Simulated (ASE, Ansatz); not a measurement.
**Relaxing twisted Ti3C2O2 MXene bilayer, 27.80° (182 atoms)**

Wanted: the relaxed structure of twisted Ti3C2O2 MXene bilayer, 27.80° (182 atoms) and its electronic structure.

Program: Ansatz 0.2.0. Level of theory: Kohn-Sham DFT, PBE+D4, PAW (set soft_2), plane waves. Results are calculated unless marked as measured.

### Step 1. The starting structure

The cell holds 182 atoms: 78 Ti, 52 C and 52 O. Cell: a = 10.961 Å, b = 10.961 Å, c = 30.650 Å, α = 90.0°, β = 90.0°, γ = 120.0°. It derives from Ti3C2O2 (Ti3C2O2 MXene). Ti3C2O2 MXene (a = 3.04 Å) under Ti3C2O2 MXene (a = 3.04 Å), bilayer, commensurate cell of 13 unit cells a layer, twist 27.80 deg; facing planes 2.85 Å apart; 14 Å of vacuum; layers as built, displaced by a Gaussian of 0.01 Å. Regions: layer 1, 91 atoms (39 Ti, 26 C and 26 O); layer 2, 91 atoms (39 Ti, 26 C and 26 O). Vacuum lies along c.

Before any run, some limits are plain. The main run has no spin polarisation, so moments on Ti can't form in it, and no Hubbard term.

### Step 2. Single point at the start

A single point comes first, to see the forces before anything moves.

Input file input.yaml:

```yaml
crystal:
  lattice:
    - [10.9609, 0.0, 0.0]
    - [-5.48045, 9.49242, 0.0]
    - [0.0, 0.0, 30.65]
  atoms:
    - { symbol: Ti, position: [0.99872, 0.99745, 0.34096] }
    - { symbol: C, position: [0.12737, 0.17891, 0.38256] }
    - { symbol: C, position: [0.17865, 0.05139, 0.29972] }
    - { symbol: Ti, position: [0.18017, 0.05218, 0.42366] }
    [... 172 atom lines left out ...]
    - { symbol: C, position: [0.89908, 0.64152, 0.70036] }
    - { symbol: C, position: [0.94941, 0.81999, 0.61728] }
    - { symbol: Ti, position: [0.94869, 0.81954, 0.74196] }
    - { symbol: Ti, position: [0.8967, 0.64097, 0.57563] }
    - { symbol: O, position: [0.07754, 0.76985, 0.77118] }
    - { symbol: O, position: [0.07608, 0.76871, 0.54733] }
kpoints:
  mp_grid: { grid: [2, 2, 1] }
hamiltonian:
  xc: pbe
  dispersion: d4
scf:
  occupations: { method: fermi_dirac, width: 0.05 }
output:
  forces: true
  populations: true
  dos:
    method: { smearing: { sigma: 0.08 } }
    de: 0.1
    projected: { site_lists: { C: [C], O: [O], Ti: [Ti] } }
  eigenvalues: true
```

Launch:

```console
> ansatz run input.yaml --threads 32 --pin off --max-ram 143360MiB --backend cuda --events-out ev --progress --plain --runs-dir out
```

The job ended after 7 s (1 × NVIDIA GB200 with 32 threads of Arm Neoverse V2, shared host; peak memory 6.4 GiB; 39 s of CPU time).

That memory is the host's; the program planned up to 55.1 GiB on the GPU. Forces of this run were stored rounded, and per-atom blocks of the log weren't kept.

Numbers from this run:

```
free energy                             : -237746.3952 eV
free energy per atom                    : -1306.2989 eV/atom
SCF cycles                              : 10
r.m.s. force component                  : 0.2516 eV/Å
longest force                           : 0.915 eV/Å
Fermi energy                            : 5.125 eV
levels partly filled by over 2 per cent : 18
spilling of the projection              : 0.003366
```

The r.m.s. force component of 0.25 eV/Å sets the starting point.

Length of the force by element:

| element | coordination | atoms | mean length of the force (eV/Å) | spread | least | most |
| --- | --- | --- | --- | --- | --- | --- |
| C | all | 52 | 0.597 | 0.133 | 0.313 | 0.915 |
| O | all | 52 | 0.186 | 0.0949 | 0.0293 | 0.495 |
| Ti | all | 78 | 0.380 | 0.142 | 0.116 | 0.745 |

### Step 3. Relaxation

With the cell held, the atoms are moved downhill towards a nearby minimum.

input.yaml, the sections that differ from step 2:

```yaml
output:
  forces: true
relax:
  f_tol: 0.05
  max_steps: 102
# crystal, kpoints, hamiltonian, scf: as in step 2
```

Wall time 12 s (1 × NVIDIA GB200 with 32 threads); peak memory 1.9 GiB.

That memory is the host's; the program planned up to 53.2 GiB on the GPU.

The steps of the relaxation:

| step | energy less that of the first step (eV) | largest force component (eV/Å) |
| --- | --- | --- |
| 1 | 0.0000 | 0.8472 |
| 2 | -0.6264 | 0.2697 |
| 3 | -0.7449 | 0.0231 |
| 4 | -0.7449 | 0.0230 |

The atoms that moved most (Å):

| atom | dx | dy | dz | length |
| --- | --- | --- | --- | --- |
| C66 | -0.017 | 0.008 | 0.064 | 0.067 |
| C93 | -0.005 | 0.003 | -0.059 | 0.059 |
| C45 | 0.003 | 0.010 | 0.058 | 0.059 |
| C121 | -0.005 | 0.011 | -0.056 | 0.057 |
| C52 | -0.015 | 0.003 | 0.054 | 0.056 |
| C24 | 0.015 | 0.008 | 0.053 | 0.056 |
| C10 | 0.005 | 0.008 | 0.053 | 0.054 |
| C80 | 0.004 | 0.012 | 0.051 | 0.053 |

The relaxation changed the energy by -4.09 meV/atom, and atoms moved by 0.031 Å r.m.s., 0.067 Å at most.

### Step 4. Distances and neighbours after relaxation

Bonds before and after, by the cutoffs listed below:

| pair | bonds before | bonds after | mean before (Å) | mean after (Å) | spread before (Å) | spread after (Å) |
| --- | --- | --- | --- | --- | --- | --- |
| Ti-C | 312 | 312 | 2.169 | 2.170 | 0.015 | 0.019 |
| Ti-O | 156 | 156 | 1.972 | 1.971 | 0.013 | 0.002 |

Normalised to the volume that the atoms fill. g(r), total and by pair (bins of 0.2 Å):

| r (Å) | total | Ti-Ti | Ti-C | Ti-O | C-C | C-O | O-O |
| --- | --- | --- | --- | --- | --- | --- | --- |
| 1.90 | 1.86 | 0.00 | 0.00 | 7.60 | 0.00 | 0.00 | 0.00 |
| 2.10 | 3.06 | 0.00 | 12.55 | 0.00 | 0.00 | 0.00 | 0.00 |
| 2.30 | 0.00 | 0.00 | 0.00 | 0.00 | 0.00 | 0.00 | 0.00 |
| 2.50 | 0.00 | 0.00 | 0.00 | 0.00 | 0.00 | 0.00 | 0.00 |
| 2.70 | 0.00 | 0.00 | 0.00 | 0.00 | 0.00 | 0.00 | 0.00 |
| 2.90 | 0.95 | 0.00 | 0.00 | 0.00 | 0.00 | 5.55 | 0.47 |
| 3.10 | 3.96 | 10.62 | 0.00 | 0.00 | 14.55 | 0.00 | 10.04 |
| 3.30 | 0.03 | 0.00 | 0.00 | 0.00 | 0.00 | 0.00 | 0.32 |
| 3.50 | 0.25 | 0.00 | 0.00 | 0.83 | 0.00 | 0.00 | 0.54 |
| 3.70 | 1.79 | 0.00 | 4.88 | 2.34 | 0.00 | 0.00 | 0.24 |
| 3.90 | 0.07 | 0.00 | 0.08 | 0.23 | 0.00 | 0.00 | 0.00 |
| 4.10 | 0.53 | 0.00 | 0.00 | 0.20 | 0.00 | 2.61 | 0.61 |
| 4.30 | 0.63 | 2.11 | 0.00 | 0.12 | 2.38 | 0.00 | 0.18 |
| 4.50 | 0.74 | 0.00 | 0.00 | 3.04 | 0.00 | 0.00 | 0.00 |
| 4.70 | 0.77 | 0.14 | 0.00 | 2.83 | 0.00 | 0.00 | 0.62 |
| 4.90 | 1.90 | 0.09 | 7.60 | 0.10 | 0.00 | 0.01 | 0.00 |
| 5.10 | 0.96 | 0.06 | 0.00 | 0.22 | 0.00 | 5.39 | 0.13 |
| 5.30 | 1.90 | 5.62 | 0.00 | 0.12 | 6.40 | 0.18 | 3.56 |
| 5.50 | 0.13 | 0.25 | 0.00 | 0.15 | 0.00 | 0.17 | 0.23 |
| 5.70 | 0.10 | 0.12 | 0.00 | 0.14 | 0.00 | 0.21 | 0.10 |
| 5.90 | 0.33 | 0.04 | 0.07 | 0.13 | 0.00 | 1.49 | 0.39 |
| 6.10 | 0.90 | 2.19 | 0.12 | 0.15 | 2.41 | 0.23 | 2.41 |
| 6.30 | 1.04 | 0.12 | 0.11 | 3.90 | 0.00 | 0.13 | 0.18 |
| 6.50 | 1.25 | 0.07 | 4.37 | 0.19 | 0.00 | 0.60 | 0.32 |
| 6.70 | 0.78 | 0.08 | 0.10 | 0.31 | 0.56 | 3.72 | 0.15 |
| 6.90 | 1.21 | 2.59 | 0.14 | 2.06 | 1.36 | 0.25 | 0.45 |
| 7.10 | 0.83 | 0.10 | 2.41 | 0.73 | 0.00 | 0.20 | 0.13 |
| 7.30 | 0.32 | 0.23 | 0.08 | 0.32 | 0.13 | 0.91 | 0.19 |

Bonds by pair of elements; cutoffs follow the first minimum of g(r), held within bounds set by covalent radii, and pairs that aren't listed don't count as bonded (cutoffs were set anew for this text, so counts can differ from the run's own analysis):

| pair A-B | cutoff (Å) | bonds | mean length (Å) | spread (Å) | shortest (Å) | B about A | A about B |
| --- | --- | --- | --- | --- | --- | --- | --- |
| Ti-C | 2.58 | 312 | 2.17 | 0.019 | 2.15 | 4 | 6 |
| Ti-O | 2.38 | 156 | 1.97 | 0.002 | 1.96 | 2 | 3 |

How many atoms have how many bonded neighbours:

| element | mean | 3 | 6 |
| --- | --- | --- | --- |
| C | 6 | 0 | 52 |
| O | 3 | 52 | 0 |
| Ti | 6 | 0 | 78 |

Bond angles (no mean is given where the spread exceeds 20°):

| angle | count | mean (°) | spread (°) |
| --- | --- | --- | --- |
| Ti-C-Ti | 780 | - | - |
| C-Ti-C | 546 | - | - |
| C-Ti-O | 468 | - | - |
| O-Ti-O | 156 | 101 | 0.1 |
| Ti-O-Ti | 156 | 101 | 0.1 |

Counting bonds as in the table, all C atoms have 6, all O atoms have 3 and all Ti atoms have 6 bonded neighbours.

### Step 5. Single point at the relaxed geometry

One more single point at the end of the walk gives the fuller output and checks the residual forces.

Input file input.yaml:

```yaml
crystal:
  lattice:
    - [10.9609, 0.0, 0.0]
    - [-5.48045, 9.49242, 0.0]
    - [0.0, 0.0, 30.65]
  atoms:
    - { symbol: Ti, position: [0.99993, 1.0e-05, 0.34157] }
    - { symbol: C, position: [0.12822, 0.17957, 0.38222] }
    - { symbol: C, position: [0.1794, 0.05131, 0.30102] }
    - { symbol: Ti, position: [0.1795, 0.05137, 0.42483] }
    [... 172 atom lines left out ...]
    - { symbol: C, position: [0.89739, 0.64093, 0.69891] }
    - { symbol: C, position: [0.94865, 0.8204, 0.61769] }
    - { symbol: Ti, position: [0.9487, 0.8205, 0.74159] }
    - { symbol: Ti, position: [0.89735, 0.64104, 0.57487] }
    - { symbol: O, position: [0.07688, 0.76919, 0.77085] }
    - { symbol: O, position: [0.07713, 0.76926, 0.54573] }
kpoints:
  mp_grid: { grid: [2, 2, 1] }
hamiltonian:
  xc: pbe
  dispersion: d4
scf:
  occupations: { method: fermi_dirac, width: 0.05 }
output:
  forces: true
  populations: true
  dos:
    method: { smearing: { sigma: 0.08 } }
    de: 0.1
    projected: { site_lists: { C: [C], O: [O], Ti: [Ti] } }
  eigenvalues: true
  write_density: true
  write_potential: true
  volumetric_format: npy
  elf: true
```

It took 7.8 s on 1 × NVIDIA GB200 with 32 threads; peak memory 6.3 GiB.

That memory is the host's; the program planned up to 55.1 GiB on the GPU.

The program notes that the exchange-correlation potential is rough where the density is thin.

The run gave:

* free energy: -237747.1401 eV
* free energy per atom: -1306.3030 eV/atom
* SCF cycles: 10
* r.m.s. force component: 0.00458 eV/Å
* longest force: 0.02261 eV/Å
* Fermi energy: 5.205 eV
* levels partly filled by over 2 per cent: 20
* potential in mid-vacuum, over the Fermi level: 5.88 eV
* potential 4.5 Å over the upper face: 5.882 eV
* potential 4.5 Å under the lower face: 5.879 eV
* spilling of the projection: 0.003365

Löwdin charges by element (they lack the spilled electrons, 0.027 e an atom on average):

| element | coordination | atoms | mean charge (e) | spread | least | most |
| --- | --- | --- | --- | --- | --- | --- |
| C | all | 52 | -0.849 | 9.0e-4 | -0.850 | -0.847 |
| O | all | 52 | -0.606 | 0.0019 | -0.608 | -0.601 |
| Ti | all | 78 | 1.03 | 0.123 | 0.859 | 1.12 |

By region:

| region | atoms | mean length of the force (eV/Å) |
| --- | --- | --- |
| layer 1 | 91 | 0.007 |
| layer 2 | 91 | 0.006 |

States in the cell by windows of 0.5 eV, zero at the Fermi level; some projections on atomic orbitals stand beside the total:

| from (eV) | to (eV) | total | Ti d | O p | C p | C s |
| --- | --- | --- | --- | --- | --- | --- |
| -10 | -9.5 | 40.8 | 9.4 | 0.3 | 0.4 | 27.5 |
| -9.5 | -9 | 8.4 | 1.3 | 0.1 | 0.0 | 6.5 |
| -9 | -6.5 | 0.0 | 0.0 | 0.0 | 0.0 | 0.0 |
| -6.5 | -6 | 3.1 | 0.8 | 1.1 | 0.7 | 0.0 |
| -6 | -5.5 | 44.8 | 11.3 | 22.4 | 6.3 | 0.5 |
| -5.5 | -5 | 61.7 | 14.8 | 37.8 | 4.9 | 0.5 |
| -5 | -4.5 | 103.6 | 26.0 | 56.0 | 15.4 | 1.2 |
| -4.5 | -4 | 100.0 | 19.7 | 63.7 | 11.8 | 0.8 |
| -4 | -3.5 | 39.6 | 10.4 | 15.1 | 11.8 | 0.3 |
| -3.5 | -3 | 47.4 | 16.2 | 10.5 | 18.2 | 0.6 |
| -3 | -2.5 | 61.8 | 22.3 | 11.8 | 24.9 | 0.7 |
| -2.5 | -2 | 67.6 | 24.8 | 11.6 | 29.2 | 0.3 |
| -2 | -1.5 | 29.2 | 9.2 | 5.5 | 13.7 | 0.1 |
| -1.5 | -1 | 47.8 | 15.6 | 7.2 | 23.4 | 0.3 |
| -1 | -0.5 | 8.3 | 3.4 | 0.7 | 4.0 | 0.0 |
| -0.5 | 0 | 9.7 | 3.4 | 2.4 | 3.4 | 0.0 |
| 0 | 0.5 | 10.5 | 7.3 | 1.8 | 1.2 | 0.1 |
| 0.5 | 1 | 32.9 | 24.2 | 3.7 | 4.2 | 0.1 |
| 1 | 1.5 | 65.0 | 55.0 | 4.8 | 3.6 | 0.4 |
| 1.5 | 2 | 53.9 | 47.1 | 2.6 | 3.2 | 0.4 |

The curve was stored every 0.100 eV, coarse against its broadening of 0.08 eV, so these counts are rough.

Between -26 and -10 eV lie 159 more states.

The stored curve holds about 833 of the 1456 electrons; the rest, give or take the few that broadening carries across the Fermi level, lie in deeper levels below its range.

Not all projections were asked for or kept, so they needn't add up to the total.

The levels nearest the highest filled one (over half full), pooled over k-points and spins:

| level less the highest filled one (eV) | occupation |
| --- | --- |
| -9.0e-4 | 1.40 |
| -6.0e-4 | 1.4 |
| -5.0e-4 | 1.4 |
| -3.0e-4 | 1.40 |
| -1.0e-4 | 1.40 |
| 0 | 1.40 |
| 0.0571 | 0.848 |
| 0.206 | 0.072 |
| 0.206 | 0.072 |
| 0.206 | 0.072 |
| 0.206 | 0.072 |
| 0.207 | 0.071 |

Planar average of the electrostatic potential energy along the normal, with the Fermi level as zero, after a running mean with a triangular window 4 Å wide at its base:

| height (Å) | potential energy (eV) |
| --- | --- |
| 0.0 | 5.88 |
| 0.9 | 5.88 |
| 1.7 | 5.88 |
| 2.6 | 5.88 |
| 3.5 | 5.88 |
| 4.4 | 5.80 |
| 5.3 | 4.69 |
| 6.1 | 0.95 |
| 7.0 | -4.66 |
| 7.8 | -8.44 |
| 8.7 | -9.03 |
| 9.6 | -8.65 |
| 10.5 | -8.78 |
| 11.4 | -8.67 |
| 12.2 | -9.02 |
| 13.1 | -8.63 |
| 13.9 | -5.22 |
| 14.8 | -0.30 |
| 15.8 | 0.23 |
| 16.6 | -4.38 |
| 17.5 | -8.31 |
| 18.3 | -9.06 |
| 19.2 | -8.71 |
| 20.0 | -8.77 |
| 20.9 | -8.65 |
| 21.9 | -8.99 |
| 22.7 | -8.72 |
| 23.6 | -5.49 |
| 24.4 | 0.08 |
| 25.3 | 4.28 |
| 26.1 | 5.75 |
| 27.0 | 5.88 |
| 28.0 | 5.88 |
| 28.8 | 5.88 |
| 29.7 | 5.88 |
| 30.5 | 5.88 |

Mean Löwdin charges: C -0.85, O -0.61, Ti +1.03 e (they miss 0.34 % of the electrons, so they add up to more than the cell's charge). The potential stands 5.88 eV above the Fermi level over the upper face and 5.88 eV under the lower one, a reading of the work function, with no dipole correction.

1 further run on a deliberately doubtful input is not shown.

### Step 6. Summary of results

- energy change in the relaxation: -4.093 meV/atom
- r.m.s. displacement: 0.031 Å
- largest displacement: 0.067 Å
- free energy per atom: -1306.3030 eV/atom
- r.m.s. force component: 0.00458 eV/Å
- potential in mid-vacuum, over the Fermi level: 5.88 eV
- wall time of the 3 DFT runs: 27 s

Relaxation lowers the energy by 4.09 meV/atom and moves atoms by 0.031 Å r.m.s.; the r.m.s. force component goes from 0.25 to 0.0046 eV/Å. By the final cutoffs no bond was broken or made. First to last step the energy falls by 0.745 eV; the largest move, 0.07 Å, is that of C66. The Ti-O bonds go from 1.972 Å (spread 0.013) to 1.971 Å (spread 0.002). Counting bonds as in the table, all C atoms have 6, all O atoms have 3 and all Ti atoms have 6 bonded neighbours. 20 levels are partly filled, by over 2 % (on the run's k-points): no clear gap opens at this level. Levels of broken or missing bonds inside a gap of the host would look the same. The potential stands 5.88 eV above the Fermi level over the upper face and 5.88 eV under the lower one, a reading of the work function, with no dipole correction.

[Logs are printed without paths, hosts, clocks, repeated set-up lines and the standing remarks that a program may print on its own settings, such as how far it seeks lower states.]

[Hosts, paths, dates, database ids (printed as entryN), source tags and the programs' standing remarks are cut or masked in the printed files.]
